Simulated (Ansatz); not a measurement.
# Decaying states in the gap of SrMgNCl, part 3 of 3

Aim: relax a made-up compound, SrMgNCl, and see how good a tunnel barrier it would be. It is built by putting Sr for part of the Mg in the Mg2NCl structure of space group R-3m, with the volume rescaled by atomic radii. The parent structure comes from the Materials Project.

Ansatz 0.2.0; PBEsol DFT, plane waves, PAW files (the session's first sound run).

So far, gap on the k-mesh (eV): step 3 (the bulk crystal and its band edges) 2.26; step 6 (complex bands, plane (110), k-mesh 12×12×12) 2.26.

The structure was built from a prototype and need not be the compound's stable phase.

### Step 7. Band edges at another level

This step: LDA DFT, plane waves, PAW files (Ansatz 0.2.0).

The edges again with LDA, at the same atoms.

input.yaml reads:

```yaml
crystal:
  lattice:
    - [1.7809431779, 1.0282280232, 6.5028089212]
    - [-1.7809431779, 1.0282280232, 6.5028089212]
    - [0.0, -2.0564560463, 6.5028089212]
  atoms:
    - { symbol: Mg, position: [0.2248398096, 0.2248398096, 0.2248398096] }
    - { symbol: Sr, position: [0.771676345, 0.771676345, 0.771676345] }
    - { symbol: "N", position: [0.5110501242, 0.5110501242, 0.5110501242] }
    - { symbol: Cl, position: [-0.0075662789, -0.0075662789, -0.0075662789] }
kpoints:
  mp_grid: { grid: [8, 8, 8] }
  band_path: { path: [VBM, CBM], npoints: 30 }
scf:
  occupations: { method: fixed }
hamiltonian:
  xc: lda
output:
  eigenvalues: true
```

Launch:

```
$ ansatz run input.yaml --threads 2 --pin off --max-ram 4096MiB --backend cpu --events-out ev --progress --plain --runs-dir out
```

Numbers of over 12 decimals in the logs are rounded to 6 here.

The log of the run:

```text
[...]
Crystal: 4 atoms, lattice volume = 71.448 Å³
Basis set: ecut = 420 eV, 1371 PW (Γ), FFT grids on a1−a3, a2−a3, a3
Bands: 20, of which v1, the nominal top of the filled ones, is band 16 counted from 1 (15 counted from 0)
Symmetry: 6 space group operations
[...]
k-points: 65 of 512 (time reversal used)
[...]
SCF iter   1: F=—  HF=-6769.248570 eV  |F-HF|=—  |Δ(HF+E_count)|=         —  Δρ=9.44e-3  dr2=7.42e-2  ethr=1.77e-3  ⟨swp⟩=5.8  Hψ=6241  notcnv=0  defer=92
[...]
SCF iter   7: F=-6769.228405 eV  HF=-6769.228405 eV  |F-HF|=1.54e-8  |Δ(HF+E_count)|=   3.66e-7  Δρ=1.53e-5  dr2=9.62e-8  ethr=3.13e-10  ⟨swp⟩=6.0  Hψ=6849  notcnv=0
SCF 1 converged in 7 iterations: F = -6769.228405 eV  dr2 = 9.62e-8
[...]
SCF converged after 7 iterations
Free energy (F): -6769.228405 eV
[...]
Internal energy: -6769.228405 eV  (E = F + TS)
E sigma→0 (E₀):  -6769.228405 eV
Fermi energy:    7.267474 eV
[...]
--- Band table (eV; the first three rows and the last of 65) ---
  k-point 0: bands = [... 12 lower, 4.6708, 6.5460, 7.2675, 7.2675, 9.4912, 11.8026, 12.9363, 12.9363]
  k-point 1: bands = [... 12 lower, 4.5820, 6.4238, 6.8837, 7.2384, 10.1812, 11.7648, 12.6052, 13.1951]
  k-point 2: bands = [... 12 lower, 4.3741, 5.8833, 6.7377, 7.1668, 10.9318, 11.3140, 12.7837, 13.7610]
  k-point 64: bands = [... 12 lower, 4.6918, 5.6289, 7.2192, 7.2192, 10.9144, 11.6538, 12.3631, 13.0893]
```

Elapsed: 8.7 s, on 2 threads of Arm Neoverse V2, shared host; peak memory 0.38 GiB; 17 s of CPU time.

This step gave:

```
free energy        : -6769.2284 eV
Fermi energy       : 7.267 eV
gap on the k-mesh  : 2.224 eV
gap on path        : 2.224 eV, by band count; negative where bands overlap
direct gap on path : 2.224 eV
```

Levels at VBM (eV): -4.96, -2.60, -2.60, -0.72, 0.00, 0.00, 2.22, 4.54, 5.67, 5.67.

The searched edges give 2.22 eV, as on the mesh.

### Step 8. Complex bands at another level

This step: LDA DFT, plane waves, PAW files; complex bands by layer matching along the plane's normal (Ansatz 0.2.0).

The complex bands at that level, over its own gap, at (0, 0) and (0.5, 0).

input.yaml reads:

```yaml
crystal:
  lattice:
    - [6.820229859, 0.0, 0.0]
    - [0.93010314, 3.438305187, 0.0]
    - [0.93010314, 1.593350519, 3.046830597]
  atoms:
    - { symbol: Mg, position: [0.6745194288, 0.7751601904, 0.7751601904] }
    - { symbol: Sr, position: [0.315029035, 0.228323655, 0.228323655] }
    - { symbol: "N", position: [0.5331503726, 0.4889498758, 0.4889498758] }
    - { symbol: Cl, position: [0.9773011633, 0.0075662789, 0.0075662789] }
kpoints:
  mp_grid: { grid: [8, 8, 8] }
scf:
  occupations: { method: fixed }
hamiltonian:
  xc: lda
output:
  eigenvalues: true
  transmission:
    leads: [[0, 0]]
    kpoints: [[0.0, 0.0], [0.5, 0.0]]
    e_range: [-1.0, 3.22]
    de: 0.11
```

The log of the run:

```text
[...]
Crystal: 4 atoms, lattice volume = 71.448 Å³
Basis set: ecut = 420 eV, 1371 PW (Γ)
Bands: 20, of which v1, the nominal top of the filled ones, is band 16 counted from 1 (15 counted from 0)
Symmetry: 6 space group operations
[...]
k-points: 65 of 512 (time reversal used)
[...]
SCF iter   1: F=—  HF=-6769.248540 eV  |F-HF|=—  |Δ(HF+E_count)|=         —  Δρ=9.45e-3  dr2=7.45e-2  ethr=1.77e-3  ⟨swp⟩=5.7  Hψ=6244  notcnv=0  defer=91
[...]
SCF iter   7: F=-6769.228405 eV  HF=-6769.228405 eV  |F-HF|=1.51e-8  |Δ(HF+E_count)|=   3.96e-7  Δρ=1.51e-5  dr2=9.42e-8  ethr=3.13e-10  ⟨swp⟩=5.9  Hψ=6806  notcnv=0
SCF 1 converged in 7 iterations: F = -6769.228405 eV  dr2 = 9.42e-8
[...]
transmission: 6 of 12 steps passed
transmission: 12 of 12 steps passed
SCF converged after 7 iterations
Free energy (F): -6769.228405 eV
[...]
Internal energy: -6769.228405 eV  (E = F + TS)
E sigma→0 (E₀):  -6769.228405 eV
Fermi energy:    7.267472 eV
[...]
--- Band table (eV; the first three rows and the last of 65) ---
  k-point 0: bands = [... 12 lower, 4.6708, 6.5460, 7.2675, 7.2675, 9.4912, 11.8026, 12.9363, 12.9363]
  k-point 1: bands = [... 12 lower, 4.5820, 6.4238, 6.8837, 7.2384, 10.1812, 11.7648, 12.6052, 13.1951]
  k-point 2: bands = [... 12 lower, 4.3741, 5.8833, 6.7377, 7.1668, 10.9318, 11.3140, 12.7837, 13.7610]
  k-point 64: bands = [... 12 lower, 4.6918, 5.6289, 7.2192, 7.2192, 10.9144, 11.6538, 12.3631, 13.0893]
--- Transmission ---
  basis      : 207 plane waves across, 6 finite elements along
  points     : 2, as listed
[...]
channels       : 0.000000e0 a spin
[...]
slowest decay  : 0.2021 /Å at (0.0000, 0.0000)
```

Run time: 27 s. Hardware: 2 threads; peak memory 0.51 GiB.

Numbers from this step:

```yaml
level_to_which_the_leads_are_filled: 1.112 eV from the Fermi level
decay_constant_at_the_filling_level_zone_centre: 0.2021 Å⁻¹
decay_constant_at_the_filling_level_slowest_listed_point: 0.2021 Å⁻¹
```

K parallel (0, 0); values up to 1.5 1/Å, a degenerate pair printed once or twice; energies at which all values exceed this have no row. The Im kz of the slowest decaying states by energy, zero at the highest filled level on the SCF mesh:

```csv
energy (eV),decay 1 (Å⁻¹),decay 2 (Å⁻¹),decay 3 (Å⁻¹),decay 4 (Å⁻¹)
-1.00,0.381,0.397,0.539,0.739
-0.67,0.267,0.268,0.405,0.731
-0.45,0.392,0.428,0.575,0.718
-0.12,0.295,0.448,0.472,0.687
-0.01,0.350,0.453,0.486,0.674
0.21,0.132,0.425,0.461,0.507
0.54,0.183,0.470,0.505,0.526
0.76,0.197,0.473,0.533,0.550
1.09,0.202,0.475,0.539,0.624
1.42,0.191,0.472,0.541,0.694
1.64,0.173,0.468,0.539,0.686
1.97,0.124,0.459,0.535,0.652
2.30,0.447,0.526,0.625,0.692
2.63,0.429,0.515,0.579,0.652
2.85,0.397,0.415,0.505,0.637
3.18,0.390,0.487,0.604,0.659
```

K parallel (0.5, 0); values up to 1.5 1/Å, a degenerate pair printed once or twice; energies at which all values exceed this have no row. The Im kz of the slowest decaying states by energy, zero at the highest filled level on the SCF mesh:

```
energy (eV)  decay 1 (Å⁻¹)  decay 2 (Å⁻¹)  decay 3 (Å⁻¹)  decay 4 (Å⁻¹)
      -1.00          0.103          0.413          0.492          0.665
      -0.78          0.109          0.421          0.429          0.640
      -0.67         0.0749          0.383          0.425          0.578
      -0.45         0.0162          0.389          0.431          0.627
      -0.34          0.181          0.232          0.434          0.619
      -0.12          0.329          0.437          0.604          0.667
      -0.01         0.0826          0.355          0.358          0.438
       0.21          0.200          0.391          0.439          0.580
       0.32          0.233          0.404          0.439          0.571
       0.54          0.281          0.424          0.437          0.553
       0.65          0.299          0.431          0.435          0.544
       0.87          0.329          0.430          0.442          0.523
       0.98          0.341          0.426          0.446          0.512
       1.20          0.362          0.415          0.451          0.488
       1.31          0.373          0.408          0.452          0.474
       1.53          0.390          0.444          0.452          0.714
       1.64          0.389          0.427          0.451          0.715
       1.86          0.385          0.387          0.448          0.703
       1.97          0.363          0.382          0.445          0.683
       2.19          0.306          0.373          0.438          0.644
       2.30          0.269          0.367          0.433          0.624
       2.52          0.164          0.353          0.422          0.584
       2.63         0.0458          0.345          0.416          0.564
       2.85          0.324          0.400          0.524          0.689
       2.96          0.312          0.391          0.503          0.684
       3.18          0.282          0.370          0.461          0.673
```

At the listed wavevectors the last open channel is at -0.01 eV and the next at +2.30 eV on the grid. At +1.09 eV, the grid energy nearest the filling level (the middle of the gap on the SCF mesh), the slowest state at the listed wavevectors decays with κ = 0.202 Å⁻¹, its amplitude falling by e over 4.9 Å; the first such run, plane (101), gave 0.204 Å⁻¹.

### Step 9. Outcome

| Item | Value |
| --- | --- |
| band gap | 2.26 eV |
| least decay constant at mid-gap, normal to (101) | 0.204 Å⁻¹ |
| least decay constant at mid-gap, normal to (110) | 0.203 Å⁻¹ |
| least decay constant on a mesh, normal to (101) | 0.204 Å⁻¹ |
| least decay constant, LDA | 0.202 Å⁻¹ |

With PBEsol, the slowest decay at the wavevectors tried is κ = 0.203 Å⁻¹, normal to (110). Through such a film the transmission near mid-gap falls as exp(−2κd), a factor of ten every 5.7 Å. The directions tried decay at nearly the same rate. A free electron under a barrier of half the gap would need a mass of 0.14 mₑ to decay at this rate. With LDA the gap goes from 2.26 to 2.22 eV and the decay constant, over the first 2 listed wavevectors, from 0.204 to 0.202 Å⁻¹. The compound is made up by substitution; its stability against other phases and against distortions of the cell's symmetry was not tested. A semilocal functional narrows gaps, so real decay constants are likely larger.

[Logs are printed without paths, hosts, clocks, repeated set-up lines and the standing remarks that a program may print on its own settings, such as how far it seeks lower states.]

[Hosts, paths, dates, database ids (printed as entryN), source tags and the programs' standing remarks are cut or masked in the printed files.]
